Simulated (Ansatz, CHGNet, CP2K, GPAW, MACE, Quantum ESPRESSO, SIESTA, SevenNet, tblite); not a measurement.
# CP2K runs on random rock-salt alloy of NbC and TiC (64 atoms), part 2 of 2

How do the settings of CP2K change the result for random rock-salt alloy of NbC and TiC (64 atoms)? A plane-wave run serves as the yardstick.

Program: CP2K 2026.2; the method stands at each step. Banners, paths, timers and routine set-up lines are dropped from the logs unmarked, and long logs keep their key lines alone; longer cuts are marked.

So far. Step 2 (PBE, DZVP-UZH, 800/50 Ry, diagonalisation): Forces lie 4.2 % from the reference's, at 2.3 times its CPU time (on 4 against 2 cores).

## (3) PBE, SZV-MOLOPT-SR, 800/50 Ry, diagonalisation

Method: Kohn-Sham DFT, PBE, GTH-PBE pseudopotentials, Gaussian and plane waves, SZV-MOLOPT-SR-GTH, diagonalisation.

input.inp

```
&GLOBAL
  PROJECT cell
  RUN_TYPE ENERGY_FORCE
  PRINT_LEVEL LOW
&END GLOBAL
&FORCE_EVAL
  METHOD QS
  STRESS_TENSOR ANALYTICAL
  &DFT
    BASIS_SET_FILE_NAME BASIS_MOLOPT
    POTENTIAL_FILE_NAME GTH_POTENTIALS
    &MGRID
      CUTOFF 800
      REL_CUTOFF 50
      NGRIDS 5
    &END MGRID
    &QS
      EPS_DEFAULT 1.0E-12
    &END QS
    &SCF
      SCF_GUESS ATOMIC
      EPS_SCF 1.0E-06
      MAX_SCF 200
      ADDED_MOS 32
      &DIAGONALIZATION
        ALGORITHM STANDARD
      &END DIAGONALIZATION
      &SMEAR ON
        METHOD FERMI_DIRAC
        ELECTRONIC_TEMPERATURE [K] 580
      &END SMEAR
      &MIXING
        METHOD BROYDEN_MIXING
        ALPHA 0.15
        NBROYDEN 8
      &END MIXING
      &PRINT
        &RESTART OFF
        &END RESTART
      &END PRINT
    &END SCF
    &XC
      &XC_FUNCTIONAL PBE
      &END XC_FUNCTIONAL
    &END XC
    &PRINT
      &MULLIKEN ON
      &END MULLIKEN
      &LOWDIN ON
      &END LOWDIN
      &MO ON
        EIGENVALUES T
        OCCUPATION_NUMBERS T
        MO_INDEX_RANGE 247 270
        &EACH
          QS_SCF 0
        &END EACH
        ADD_LAST NUMERIC
      &END MO
    &END PRINT
  &END DFT
  &SUBSYS
    &CELL
      A 8.69160 0.00000 0.00000
      B 0.00000 8.69160 0.00000
      C 0.00000 0.00000 8.69160
    &END CELL
    &COORD
      SCALED
      Ti 0.99750 0.00025 0.99914
      C 0.25358 0.00903 0.99854
      Ti 0.99826 0.25220 0.25068
      C 0.25299 0.25208 0.25314
      Ti 0.25312 0.00750 0.24526
      C 0.00633 0.99965 0.24616
      Ti 0.24424 0.25304 0.99322
      C 0.00100 0.25514 0.99978
      Ti 0.00104 0.99843 0.50223
      C 0.25075 0.00002 0.49536
      Ti 0.99734 0.25380 0.75184
      C 0.25057 0.25407 0.75129
      Ti 0.25175 0.99582 0.75003
      C 0.99516 0.00705 0.74777
      Nb 0.25178 0.25235 0.49307
      C 0.99988 0.23983 0.50004
      Ti 0.99985 0.50382 0.99630
      C 0.25204 0.49850 0.99782
      Nb 0.99412 0.75620 0.24696
      C 0.25230 0.74710 0.25536
[... 40 atom lines left out ...]
      Ti 0.75161 0.49837 0.75824
      C 0.50084 0.50267 0.74737
      Ti 0.74783 0.75955 0.50202
      C 0.50708 0.75095 0.50432
    &END COORD
    &KIND Ti
      BASIS_SET SZV-MOLOPT-SR-GTH-q12
      POTENTIAL GTH-PBE-q12
    &END KIND
    &KIND C
      BASIS_SET SZV-MOLOPT-SR-GTH-q4
      POTENTIAL GTH-PBE-q4
    &END KIND
    &KIND Nb
      BASIS_SET SZV-MOLOPT-SR-GTH-q13
      POTENTIAL GTH-PBE-q13
    &END KIND
  &END SUBSYS
  &PRINT
    &FORCES ON
    &END FORCES
    &STRESS_TENSOR ON
    &END STRESS_TENSOR
  &END PRINT
&END FORCE_EVAL
```

Started as:

```
$ OMP_NUM_THREADS=2 cp2k.psmp -i input.inp > output.txt
```

Numbers of over 12 decimals in the logs are rounded to 6 here.

Output:

```text
CP2K| version string:                                       CP2K version 2026.2
 CP2K| Input file name                                                 input.inp
 GLOBAL| Basis set file name                                        BASIS_MOLOPT
 GLOBAL| Potential file name                                      GTH_POTENTIALS
 GLOBAL| Run type                                                   ENERGY_FORCE
 GLOBAL| Total number of message passing processes                             1
 GLOBAL| Number of threads for this process                                    2
[... lines left out ...]
                        Smear method:                                FERMI_DIRAC
[... lines left out ...]
 Number of electrons:                                                        516
[... lines left out ...]
  Step     Update method      Time    Convergence         Total energy    Change
[... lines left out ...]
  *** SCF run converged in    18 steps ***
[... lines left out ...]
  Fermi energy:                                                 0.518127
  Total energy:                                             -2038.208357
  Total energy (extrapolated to T->0):                      -2038.201529
[... lines left out ...]
 MO| E(Fermi):            0.518127 a.u.         14.098960 eV
[... lines left out ...]
      63     Ti       1         11.724673                              0.275327
      64     C        2          4.285281                             -0.285281
 # Total charge                            516.000000                  0.000000
 ENERGY| Total FORCE_EVAL ( QS ) energy [hartree]          -2038.208353
 FORCES| Atomic forces [hartree/bohr]
 FORCES|   Atom     x               y               z               |f|
 FORCES|      1  1.62830079E-02  2.94303495E-03  9.40421440E-04   1.65735389E-02
 FORCES|      2 -3.20449844E-03 -1.62127941E-02 -3.59128736E-03   1.69121509E-02
 FORCES|      3 -6.68208537E-03 -9.92983766E-03 -5.30349058E-03   1.30911785E-02
[...]
FORCES|     63  7.49578002E-03 -1.51947390E-02 -3.62091963E-03   1.73256420E-02
 FORCES|     64 -1.81482583E-02 -1.49566736E-03 -8.06784899E-03   1.99169899E-02
 FORCES| Sum     6.63626763E-05  3.97611305E-05  2.43338027E-05
 FORCES| Total atomic force                                       8.10992370E-05
 STRESS| Analytical stress tensor [bar]
 STRESS|                        x                   y                   z
 STRESS|      x       -1.56009112541E+05  -1.48398067369E+03   5.90156846133E+02
 STRESS|      y       -1.48398067369E+03  -1.61212002163E+05  -3.45837832261E+03
 STRESS|      z        5.90156846133E+02  -3.45837832261E+03  -1.60102693502E+05
 STRESS| 1/3 Trace                                            -1.59107936069E+05
```

Elapsed: 2.3 min, on 2 threads of Arm Neoverse V2, shared host; peak memory 2.4 GiB; 4.3 min of CPU time.

Compared with the plane-wave run:

```
r.m.s. force component                  : 0.5393 eV/Å
r.m.s. difference of force components   : 210 meV/Å
longest difference of force vectors     : 759.3 meV/Å
force difference over r.m.s. force      : 41.27 %
slope of forces against the reference's : 0.9766
correlation of force components         : 0.9213
pressure                                : -15.91 GPa
pressure difference                     : -17.3 GPa
```

This is a coarse setting, run to see what it loses.

Against the first run (4.2 %), the force difference from the reference is 41 %, at 0.32 times the CPU time (on 2 against 4 cores), with 448 basis functions against 1248; this set comes with other potentials too, so the change isn't the basis's alone.

## (4) Side by side

Differences are against the plane-wave reference, forces as r.m.s. over components; share is that over the reference's r.m.s. force, slope the least-squares factor from reference forces to these. Total energies of different programs have different zeros and aren't compared.

```csv
run,"Δ force, r.m.s. (meV/Å)",share (%),slope,Δ pressure (GPa),cores,CPU time,memory (GiB)
reference,-,-,-,-,2,6 min,1.4
"CP2K PBE, DZVP-UZH, 800/50 Ry, diagonalisation",21.5,4.23,1.025,0.876,4,14 min,5.0
"CP2K PBE, SZV-MOLOPT-SR, 800/50 Ry, diagonalisation (coarse)",210,41.3,0.977,-17.3,2,4.3 min,2.4
```

Rows marked coarse were listed beforehand as settings not expected to be converged; some can still land near the reference.

CPU time is summed over cores on a shared host, where runs went side by side, so it is rough. Symmetry, cutoffs, thresholds, outputs and thread counts weren't matched or tuned between programs; memory under MPI is the largest rank's times the ranks.

Further runs of this program without a result: CP2K GFN1-xTB, diagonalisation (not converged).

## (5) Summary of results

* nearest in forces: CP2K PBE, DZVP-UZH, 800/50 Ry, diagonalisation, 4.2 %
* its CPU time: 14 min

What this shows: The PBE run in local orbitals, coarse settings apart, differs by 4.2 % (CP2K PBE, DZVP-UZH, 800/50 Ry, diagonalisation); basis, grid and potentials can all enter. Runs with settings chosen to be coarse differ by 41 % (CP2K PBE, SZV-MOLOPT-SR, 800/50 Ry, diagonalisation), their programs' other errors included. None of the electronic-structure runs in the table takes under half the reference's CPU time of 6 min; they take 0.73 to 2.3 times as much. In pressure, CP2K PBE, SZV-MOLOPT-SR, 800/50 Ry, diagonalisation misses by -17.3 GPa, at the same functional. The reference's pressure holds the uncorrected Pulay stress of its 45 Ry basis, so small pressure differences, and their order, may be the reference's own error. The host structure and its lattice constant were typed by rule, without a check against the phase diagram. The electronic-structure runs sample only Γ, in a cell whose shortest periodic width is 9 Å, which is coarse for a cell with partly filled levels.

[Also dropped from logs without a mark: logging warnings of Python, and SIESTA's first energy breakdown and zero terms.]

[Logs are printed without paths, hosts, clocks, repeated set-up lines and the standing remarks that a program may print on its own settings, such as how far it seeks lower states.]

[Hosts, paths, dates, database ids (printed as entryN), source tags and the programs' standing remarks are cut or masked in the printed files.]
